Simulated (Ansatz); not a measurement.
## Twisted graphene double bilayer, 46.83° (152 atoms): a reference run and its variants

The cell holds 152 atoms: 152 C. Its edges and angles: a = 10.723 Å, b = 10.723 Å, c = 24.180 Å, α = 90.0°, β = 90.0°, γ = 120.0°. It derives from C (graphene). Graphene (a = 2.46 Å) under graphene (a = 2.46 Å), double bilayer, commensurate cell of 19 unit cells a layer, twist 46.83 deg; facing planes 3.33, 3.52, 3.33 Å apart as built; 14 Å of vacuum; minimised with a classical potential. Regions: layer 1, 38 atoms (38 C); layer 2, 38 atoms (38 C); layer 3, 38 atoms (38 C); layer 4, 38 atoms (38 C). Vacuum lies along c.

Geometry: as built.

Reference run: Kohn-Sham DFT, PBE+D4, PAW (set soft_2), plane waves (Ansatz 0.2.0), cutoff 420 eV, k-mesh 3×3×1, gaussian smearing of 0.025 eV.

* r.m.s. force component: 0.01813 eV/Å
* SCF cycles: 10
* time: 5.5 s on 1 × NVIDIA H100 80GB HBM3 with 5 threads of AMD EPYC 7R13 (Zen 3), shared host

**Question.** The cell is repeated and solved at Γ. How do error, time and memory go?
- plane waves, 152 atoms (1×1×1)
- support functions, 152 atoms (1×1×1)
- plane waves, 608 atoms (2×2×1)
- support functions, 608 atoms (2×2×1)
- support functions, 1368 atoms (3×3×1)

Differences are against the typed cell on a 3×3×1 mesh, which samples like Γ on 1368 atoms (r.m.s. force component 0.0181 eV/Å). Every repeated cell is solved at Γ, and forces are averaged over the copies of each atom. Hardware: 1 × NVIDIA H100 80GB HBM3 with 5 threads of AMD EPYC 7R13 (Zen 3), shared host.

```csv
atoms,repeats,basis,"Δ force, r.m.s. (meV/Å)",Δ energy (meV/atom),less plane waves of the same size (meV/atom),spread among copies (meV/Å),SCF cycles,time,host memory (GiB)
152,1×1×1,plane waves,11.7,-49.8,-,-,8,2.5 s,1.2
152,1×1×1,support functions,11.9,-53.7,-3.9,-,19,5.9 s,1.2
608,2×2×1,plane waves,4.73,-2.73,-,0,9,20 s,2.3
608,2×2×1,support functions,5.09,-6.62,-3.9,0.068,15,21 s,2.4
1368,3×3×1,support functions,1.84,-3.85,-,0.046,17,53 s,4.8
```

Repeating the cell at Γ samples more k-points: in plane waves the energy difference from the dense mesh goes from -49.8 meV/atom at 152 atoms to -2.73 at 608, and the force difference from 12 to 4.7 meV/Å. With plane waves, the time grows as the 1.5 power of the atom count between the two largest sizes, 152 and 608 atoms. The smaller run is short enough for fixed overheads to flatten this slope. With support functions, the time grows as the 1.1 power of the atom count between the two largest sizes, 608 and 1368 atoms. At equal size the support functions lie 3.9 meV/atom below plane waves, likely because their grid holds more waves than 420 eV; no run tests this. Support functions take 2.4 times the time of plane waves at 152 atoms and 1.1 times at 608, so no crossover is reached among the sizes that both ran; the two slopes would cross near 700 atoms, a rough extrapolation. Each time is a single run, so ratios and crossover are rough. The bases also began from different starting densities. Plane waves may use the symmetry of this cell, which the support-function runs switch off.

[Logs are printed without paths, hosts, clocks, repeated set-up lines and the standing remarks that a program may print on its own settings, such as how far it seeks lower states.]

[Hosts, paths, dates, database ids (printed as entryN), source tags and the programs' standing remarks are cut or masked in the printed files.]
